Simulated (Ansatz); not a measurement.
## MgTl (Pm-3m): relaxing the cell for a phonon run

Aim: bring MgTl (Pm-3m) to small forces and stress, as phonons need.

Main program and level: Ansatz 0.2.0; DFT PBEsol, scalar-relativistic, plane waves, PAW.

The database entry behind the starting cell differs from later determinations by our own check (0.1 to 0.3 % short, probably kX units), so it need not match the best structure at ambient conditions.

### Step 1. Starting point

It takes space group Pm-3m (No. 221, cubic). The conventional cell has a = 3.628 Å, b = 3.628 Å, c = 3.628 Å, α = 90.00°, β = 90.00°, γ = 90.00°. Nearest to Mg lie 8 Tl at 3.14 Å. Nearest to Tl lie 8 Mg at 3.14 Å. Farther neighbours are not listed.

Coordinates:

```cif
data_structure
_symmetry_space_group_name_H-M 'Pm-3m'
_symmetry_Int_Tables_number 221
_cell_length_a 3.6280
_cell_length_b 3.6280
_cell_length_c 3.6280
_cell_angle_alpha 90.000
_cell_angle_beta 90.000
_cell_angle_gamma 90.000
_cell_volume 47.75
loop_
_atom_site_label
_atom_site_type_symbol
_atom_site_symmetry_multiplicity
_atom_site_Wyckoff_symbol
_atom_site_fract_x
_atom_site_fract_y
_atom_site_fract_z
_atom_site_occupancy
Mg1 Mg 1 a 0.00000 0.00000 0.00000 1
Tl1 Tl 1 b 0.50000 0.50000 0.50000 1
```

### Step 2. Probe on a coarse mesh

A quick single point on a coarse mesh tells whether the cell has a gap and how far it is from rest, which sets the k mesh and smearing that follow.

Input file input.yaml:

```yaml
crystal:
  lattice:
    - [3.628, 0.0, 0.0]
    - [0.0, 3.628, 0.0]
    - [0.0, 0.0, 3.628]
  atoms:
    - { symbol: Mg, position: [0.0, 0.0, 0.0] }
    - { symbol: Tl, position: [0.5, 0.5, 0.5] }
kpoints:
  mp_grid: { grid: [6, 6, 6] }
hamiltonian:
  xc: pbesol
scf:
  occupations: { method: gaussian, width: 0.1 }
output:
  forces: true
  stress: true
  eigenvalues: true
```

Started as:

```sh
$ ansatz run input.yaml --threads 4 --pin off --max-ram 7168MiB --backend cpu --events-out ev --progress --plain --runs-dir out
```

Numbers of over 12 decimals in the logs are rounded to 6 here.

What it wrote:

```text
Engine: ansatz 0.2.0, aarch64-unknown-linux-gnu
Pseudopotentials: kind: paw
Pseudopotential: Mg, paw, valence charge 10, recommended cutoff 420 eV (normal), Mg.paw.azcp
Pseudopotential: Tl, paw, valence charge 13, recommended cutoff 420 eV (normal), Tl.paw.azcp
Functional definition: PBEsol
  exchange = pbesol_x
  correlation = pbesol_c
Crystal: 2 atoms, lattice volume = 47.753 Å³
[...]
--- Band table (eV; the first three rows and the last of 20) ---
  k-point 0: bands = [... 8 lower, -2.1562, -0.3773, 11.6877, 11.6877, 11.6877, 12.7430, 14.5338, 14.5338]
  k-point 1: bands = [... 8 lower, -2.1526, -0.0497, 8.9096, 12.0538, 12.0538, 13.6045, 14.6762, 17.1907]
  k-point 2: bands = [... 8 lower, -2.1455, 0.9151, 5.9740, 13.0450, 13.0450, 14.4140, 15.0440, 17.7863]
  k-point 19: bands = [... 8 lower, -1.9523, 5.6098, 8.9585, 8.9585, 8.9585, 11.3416, 11.3416, 11.3416]
[key lines of the parts left out:]
SCF converged after 6 iterations
Free energy (F): -13207.909139 eV
Fermi energy:    9.233594 eV
P = ⅓ Tr σ = 0.1344 GPa (1.344 kbar)
```

Elapsed: 1.8 s, on 4 threads of Arm Neoverse N1, shared host; peak memory 0.29 GiB.

Numbers from this step:

```yaml
pressure: 0.1344 GPa
volume_per_atom: 23.88 Å³
gap_on_the_k_mesh: 0 eV
```

The coarse mesh shows no gap and a pressure of 0.1 GPa.

### Step 3. Bringing the structure to rest

The cell and atoms are relaxed, since residual forces and stress would shift the frequencies.

input.yaml, the sections that differ from step 2:

```yaml
kpoints:
  mp_grid: { grid: [10, 10, 10] }
output:
  forces: true
  stress: true
  eigenvalues: true
  write_density: true
  write_potential: true
  elf: true
  volumetric_format: npy
relax:
  adjacent_minimum: "off"
  f_tol: 0.005
  max_steps: 80
  cell: { stress_tol: 0.05 }
# crystal, hamiltonian, scf: as in step 2
```

What it wrote:

```text
[...]
Crystal: 2 atoms, lattice volume = 47.753 Å³
Basis set: ecut = 420 eV, 925 PW (Γ), exchange–correlation on 50×50×50 points (8 copies of the dense FFT grid, shifted against one another)
Bands: 16, of which v1, the nominal top of the filled ones, is band 12 counted from 1 (11 counted from 0)
Symmetry: 48 space group operations
[...]
k-points: 56 of 1000
[...]
SCF iter   1: F=—  HF=-13207.908897 eV  |F-HF|=—  |Δ(HF+E_count)|=         —  Δρ=3.35e-3  dr2=8.10e-3  ethr=1.77e-3  ⟨swp⟩=5.3  Hψ=4440  notcnv=0
[...]
SCF iter   6: F=-13207.904282 eV  HF=-13207.904282 eV  |F-HF|=7.60e-9  |Δ(HF+E_count)|=   1.66e-8  Δρ=4.25e-6  dr2=1.01e-8  ethr=4.35e-10  ⟨swp⟩=9.6  Hψ=5694  notcnv=0
SCF 1 converged in 6 iterations: F = -13207.904282 eV  dr2 = 1.01e-8
[...]
relax step   1: F+E_penalty+E_count = -13207.90428164 eV  Δ(F+E_penalty+E_count) = +0.000e0 eV  max|allowed force component| = 5.581e-29 eV/Å  Δτ_max = 0.0000 Å  P = -0.291 GPa  Ω = 47.753 Å³  (6 SCF iters, dr2 threshold 1.00e-7 eV, accepted)
Crystal: 2 atoms, lattice volume = 47.439 Å³
[...]
iter 1 solved again at ethr=1.35e-7 eV; its pass at ethr=3.10e-3 eV (dr2=3.10e-5 eV) is discarded
[...]
SCF iter   4: F=-13207.904659 eV  HF=-13207.904659 eV  |F-HF|=7.84e-10  |Δ(HF+E_count)|=   2.64e-9  Δρ=6.12e-6  dr2=8.20e-9  ethr=8.70e-10  ⟨swp⟩=7.8  Hψ=5059  notcnv=0
SCF 2 converged in 4 iterations: F = -13207.904659 eV  dr2 = 8.20e-9
relax step   2: F+E_penalty+E_count = -13207.90465924 eV  Δ(F+E_penalty+E_count) = -3.776e-4 eV  max|allowed force component| = 1.689e-29 eV/Å  Δτ_max = 0.0000 Å  P = -0.036 GPa  Ω = 47.439 Å³  energy of the carried Pulay correction = +5.549e-5 eV  (4 SCF iters, dr2 threshold 2.00e-7 eV, accepted)
[...]
SCF iter   1: F=—  HF=-13207.904609 eV  |F-HF|=—  |Δ(HF+E_count)|=         —  Δρ=1.21e-5  dr2=2.16e-8  ethr=2.29e-7  ⟨swp⟩=3.0  Hψ=6831  notcnv=0
eigensolver tolerance schedule: the retry pair's looser diagonalisation over-reported the residual by 2440.22 of it (diagonalisation noise at 0.22 of the residual, at the tolerance the schedule requests for it); recorded, not acted on — ethr = c·dr2/N_el stays at c = 1.0e-1
[...]
SCF iter   2: F=—  HF=-13207.904605 eV  |F-HF|=—  |Δ(HF+E_count)|=   4.42e-6  Δρ=5.34e-6  dr2=4.47e-9  ethr=9.40e-11  ⟨swp⟩=2.2  Hψ=1560  notcnv=0
[...]
SCF iter   5: F=-13207.904605 eV  HF=-13207.904605 eV  |F-HF|=1.82e-12  |Δ(HF+E_count)|=  5.46e-12  Δρ=1.35e-7  dr2=5.04e-12  ethr=1.00e-12  ⟨swp⟩=5.8  Hψ=3525  notcnv=0
SCF 3 converged in 5 iterations: F = -13207.904605 eV  dr2 = 5.04e-12
relax step   3: F+E_penalty+E_count = -13207.90460497 eV  Δ(F+E_penalty+E_count) = +5.427e-5 eV  max|allowed force component| = 1.288e-29 eV/Å  Δτ_max = 0.0000 Å  P = -0.036 GPa  Ω = 47.439 Å³  stress off target by 3.60e-2 GPa  SCF on the basis re-selected at this cell (its energy is not comparable with the rows above)  (5 SCF iters)
basis re-selected at this cell: Δ(F+E_penalty+E_count) = +5.427e-5 eV, ΔP = +0.000 GPa vs the last step (what re-selecting the basis moved, of the pressure what is left beyond the Pulay correction that the steps carried, after the strain that the cell walked since its last selection, with what the two solves' SCF thresholds leave and, on support functions, any second-order correction that the steps lacked; it is no m [...]
SCF converged after 5 iterations
Free energy (F): -13207.904605 eV
[...]
Internal energy: -13207.900111 eV  (E = F + TS)
E sigma→0 (E₀):  -13207.902358 eV
Entropy (-TS):   -0.004494 eV (-2.247 meV/atom)
Fermi energy:    9.325740 eV
[...]
--- Stress (GPa, compression-positive) ---
       -0.035986      -0.000000       0.000000
       -0.000000      -0.035986       0.000000
        0.000000       0.000000      -0.035986
  P = ⅓ Tr σ = -0.0360 GPa (-0.360 kbar)
--- Band table (eV; the first three rows and the last of 56) ---
  k-point 0: bands = [... 8 lower, -2.0758, -0.3331, 11.7789, 11.7789, 11.7789, 12.8798, 14.6282, 14.6282]
  k-point 1: bands = [... 8 lower, -2.0744, -0.2149, 10.2977, 11.9133, 11.9133, 13.4648, 14.6797, 15.7913]
  k-point 2: bands = [... 8 lower, -2.0707, 0.1427, 8.3585, 12.3042, 12.3042, 13.8627, 14.8284, 18.1314]
  k-point 55: bands = [... 8 lower, -1.8676, 5.7166, 9.0337, 9.0337, 9.0337, 11.4309, 11.4309, 11.4309]
--- Relaxed structure (2 steps of the walk, 2 accepted, 1 SCFs on fresh bases) ---
  F+E_penalty+E_count = -13207.90460497 eV   max|allowed force component| = 1.288e-29 eV/Å   (the final SCF, on the basis selected at the relaxed cell)
  cell:  # Å, volume = 47.4392 Å³
    - [3.620032, 0, 0]
    - [0, 3.620032, 0.0]
    - [0, 0, 3.620032]
  atoms:
    - { symbol: Mg, position: [0, 0, 0] }
    - { symbol: Tl, position: [0.500000, 0.500000, 0.500000] }
```

The job ended after 9.6 s (4 threads; peak memory 0.35 GiB).

The steps of the relaxation:

```csv
step,energy less that of the first step (eV),largest force component (eV/Å),pressure (GPa),volume (Å³)
1,0.0000,0.0000,-0.29,47.75
2,-0.0004,0.0000,-0.04,47.44
3*,-0.0003,0.0000,-0.04,47.44
```

Relaxation steps marked * repeat the geometry before them on a plane-wave basis chosen anew for their cell, so energy and pressure can jump there.

The run keeps the 48 symmetry operations that it works with, so distortions that break them were not tested.

```csv
"conventional cell, symmetrised",before,after,change
a (Å),3.628,3.620,-0.2 %
b (Å),3.628,3.620,-0.2 %
c (Å),3.628,3.620,-0.2 %
volume (Å³/atom),23.88,23.72,-0.7 %
```

Final coordinates:

```
Mg Tl
1.0
     3.62003    0.00000    0.00000
     0.00000    3.62003    0.00000
     0.00000    0.00000    3.62003
Mg Tl
1 1
Direct
  0.00000 0.00000 0.00000
  0.50000 0.50000 0.50000
```

Numbers from this step:

- pressure: -0.03599 GPa
- volume per atom: 23.72 Å³

Valence density in the ac plane at fractional y = 0.000, with atoms of Mg within 0.2 Å of it. It is the smooth field of the valence electrons, not physical close to the nuclei.

Ten steps, logarithmic in the rise over the least value, from '0' (0 e/Å³) to '9' (28 e/Å³), each cell a mean:
```
97400000000158
65200000000035
21000000000001
00000000000000
00000000000000
00000000000000
00000000000000
00000000000000
00000000000000
00000000000000
10000000000000
54100000000024
87400000000157
98510000000269
```
Columns run along a (3.6 Å), rows up along c (3.6 Å). Atoms in or near the plane, at fractional coordinates: Mg at (0.00, 0.00).

Electrostatic potential energy in the ac plane at fractional y = 0.000, with atoms of Mg within 0.2 Å of it. With pseudopotentials it is smooth inside the atoms' cores, unlike the true potential.

Values in eV, 14 rows by 14 columns, each cell a mean:
```
-59 -52 -26  -2   5   9  11  11  10   8   4  -8 -34 -55
-42 -30 -11   1   6   9  11  11  11   9   5  -2 -16 -34
-11  -7   0   5   8  10  11  11  11  10   8   4  -2  -8
  3   4   6   8  10  11  11  12  11  11   9   8   5   4
  8   8   9  10  11  11  11  12  11  11  11  10   9   8
 10  10  11  11  11  11  12  12  12  11  11  11  11  10
 11  11  11  11  12  12  11  11  12  12  12  11  11  11
 11  11  11  11  11  11  12  11  12  11  11  11  11  11
  8   9  10  10  11  11  11  12  11  11  11  10   9   9
  4   5   7   9  10  11  11  12  11  11  10   8   6   5
 -4  -2   2   6   9  10  11  11  11  10   8   5   1  -2
-33 -23  -8   2   7  10  11  11  11   9   6   0 -11 -26
-58 -49 -23  -2   5   9  11  11  10   8   4  -7 -30 -52
-59 -58 -33  -4   4   8  11  11  10   8   3 -11 -42 -59
```
Columns run along a (3.6 Å; values clipped at the 3rd and 97th percentile), rows up along c (3.6 Å). Atoms in or near the plane, at fractional coordinates: Mg at (0.00, 0.00).

ELF in the ac plane at fractional y = 0.000, with atoms of Mg within 0.2 Å of it. It is the smooth field of the valence electrons, not physical close to the nuclei.

Ten even steps from '_' (0.06) to '@' (0.40), each cell a mean:
```
##@@%%__..++######==__::@@%%
@@%%--__::**##**##++..__++@@
--::__..++**********==____::
____::++****++++++****==..__
====******++======++****++==
######**++==========++**####
####****++==----====++****##
####****++====--====++**####
++++******++======++******++
__..--++****++++++****++::..
..____::++**********++..____
@@##::__--******##**::__--%%
%%@@##__..++######==__::%%@@
==%%@@..__++######==__--@@##
```
Columns run along a (3.6 Å), rows up along c (3.6 Å). Atoms in or near the plane, at fractional coordinates: Mg at (0.00, 0.00).

In this step the volume went from 23.88 to 23.72 Å³/atom.

### Step 4. Tight relaxation

Phonons need a cell at rest on their own settings, so the relaxation is repeated with tight tolerances on forces and stress, using the mesh and the filling of the phonon run that follows.

input.yaml, the sections that differ from step 3:

```yaml
crystal:
  lattice:
    - [3.6200323945, 0.0, 0.0]
    - [0.0, 3.6200323945, 0.0]
    - [0.0, 0.0, 3.6200323945]
  atoms:
    - { symbol: Mg, position: [0.0, 0.0, 0.0] }
    - { symbol: Tl, position: [0.5, 0.5, 0.5] }
kpoints:
  mp_grid: { grid: [12, 12, 12] }
scf:
  occupations: { method: methfessel_paxton, width: 0.15 }
relax:
  adjacent_minimum: "off"
  f_tol: 0.001
  max_steps: 60
  cell: { stress_tol: 0.01 }
# hamiltonian, output: as in step 3
```

What it wrote:

```text
[...]
Crystal: 2 atoms, lattice volume = 47.439 Å³
Basis set: ecut = 420 eV, 925 PW (Γ), exchange–correlation on 50×50×50 points (8 copies of the dense FFT grid, shifted against one another)
Bands: 16, of which v1, the nominal top of the filled ones, is band 12 counted from 1 (11 counted from 0)
Symmetry: 48 space group operations
[...]
k-points: 84 of 1728
[...]
k-point 83: bands = [... 8 lower, -1.8939, 5.6837, 9.0106, 9.0106, 9.0106, 11.4034, 11.4034, 11.4034]
--- Relaxed structure (2 steps of the walk, 2 accepted, 1 SCFs on fresh bases) ---
[...]
cell:  # Å, volume = 47.5355 Å³
    - [3.622481, 0, 0]
    - [0, 3.622481, 0.0]
    - [0, 0.0, 3.622481]
  atoms:
    - { symbol: Mg, position: [0, 0, 0] }
    - { symbol: Tl, position: [0.5, 0.5, 0.5] }
[key lines of the parts left out:]
SCF converged after 6 iterations
Free energy (F): -13207.897636 eV
Fermi energy:    9.303212 eV
P = ⅓ Tr σ = 0.0097 GPa (0.097 kbar)
```

Elapsed: 14 s, on 4 threads; peak memory 0.38 GiB.

Little changed from the start: no atom moved by 0.005 Å and no cell edge by 0.1 %.

This step gave:

| Property | Result |
| --- | --- |
| pressure | 0.009722 GPa |
| volume per atom | 23.77 Å³ |

ELF in the ac plane at fractional y = 0.000, with atoms of Mg within 0.2 Å of it. It is the smooth field of the valence electrons, not physical close to the nuclei.

Values, 14 rows by 14 columns, each cell a mean:
```
0.31 0.39 0.35 0.08 0.10 0.26 0.31 0.31 0.31 0.22 0.07 0.15 0.38 0.37
0.40 0.37 0.20 0.06 0.15 0.28 0.30 0.29 0.30 0.26 0.11 0.08 0.25 0.38
0.19 0.13 0.07 0.11 0.24 0.29 0.28 0.27 0.29 0.29 0.21 0.08 0.08 0.15
0.06 0.08 0.13 0.24 0.29 0.28 0.25 0.24 0.26 0.28 0.29 0.21 0.11 0.07
0.20 0.22 0.27 0.29 0.28 0.25 0.22 0.22 0.23 0.25 0.28 0.29 0.26 0.22
0.31 0.30 0.30 0.28 0.25 0.22 0.20 0.20 0.21 0.23 0.26 0.29 0.30 0.31
0.31 0.31 0.29 0.26 0.24 0.21 0.19 0.19 0.20 0.22 0.24 0.27 0.29 0.31
0.31 0.31 0.30 0.27 0.24 0.22 0.20 0.19 0.20 0.22 0.25 0.28 0.30 0.31
0.24 0.26 0.29 0.29 0.27 0.24 0.22 0.21 0.22 0.25 0.28 0.29 0.28 0.26
0.08 0.10 0.17 0.26 0.29 0.27 0.24 0.24 0.25 0.28 0.29 0.24 0.15 0.10
0.11 0.08 0.06 0.15 0.26 0.29 0.27 0.26 0.28 0.29 0.24 0.11 0.06 0.08
0.38 0.32 0.15 0.06 0.17 0.29 0.30 0.29 0.30 0.27 0.13 0.07 0.20 0.35
0.35 0.40 0.32 0.08 0.10 0.26 0.31 0.31 0.30 0.22 0.08 0.13 0.37 0.39
0.21 0.35 0.38 0.11 0.08 0.24 0.31 0.31 0.31 0.20 0.06 0.19 0.40 0.31
```
Columns run along a (3.6 Å), rows up along c (3.6 Å). Atoms in or near the plane, at fractional coordinates: Mg at (0.00, 0.00).

Valence density in the ac plane at fractional y = 0.000, with atoms of Mg within 0.2 Å of it. It is the smooth field of the valence electrons, not physical close to the nuclei.

Ten steps, logarithmic in the rise over the least value, from '0' (0 e/Å³) to '9' (28 e/Å³), each cell a mean:
```
97400000000158
65200000000035
21000000000001
00000000000000
00000000000000
00000000000000
00000000000000
00000000000000
00000000000000
00000000000000
10000000000000
54100000000024
87400000000157
98510000000269
```
Columns run along a (3.6 Å), rows up along c (3.6 Å). Atoms in or near the plane, at fractional coordinates: Mg at (0.00, 0.00).

Electrostatic potential energy in the ac plane at fractional y = 0.000, with atoms of Mg within 0.2 Å of it. With pseudopotentials it is smooth inside the atoms' cores, unlike the true potential.

Ten even steps from '0' (-59 eV) to '9' (12 eV), each cell a mean:
```
01489999998730
24689999999863
67899999999887
88999999999998
99999999999999
99999999999999
99999999999999
99999999999999
99999999999999
89999999999999
78899999999988
35789999999864
01589999998741
00378999998620
```
Columns run along a (3.6 Å; values clipped at the 3rd and 97th percentile), rows up along c (3.6 Å). Atoms in or near the plane, at fractional coordinates: Mg at (0.00, 0.00).

The forces vanish by symmetry and the pressure is 0.010 GPa, within the tolerances set. The cell now holds 23.77 Å³/atom.

### Step 5. Summary of results

```json
{"space group after relaxation (within 0.01 Å)": "Pm-3m", "lattice constant a": "3.622 Å", "lattice constant b": "3.622 Å", "lattice constant c": "3.622 Å", "volume per atom": "23.8 Å³"}
```

The forces vanish by symmetry and the pressure is 0.010 GPa, within the tolerances set. The cell now holds 23.77 Å³/atom. The relaxation keeps the symmetry of its start, so it says nothing on stability against lower symmetry. The runs are without spin polarisation, although the cell has an odd electron count. Spin-orbit coupling is left out, which can matter for the heavy elements here.

[Logs are printed without paths, hosts, clocks, repeated set-up lines and the standing remarks that a program may print on its own settings, such as how far it seeks lower states.]

[Hosts, paths, dates, database ids (printed as entryN), source tags and the programs' standing remarks are cut or masked in the printed files.]
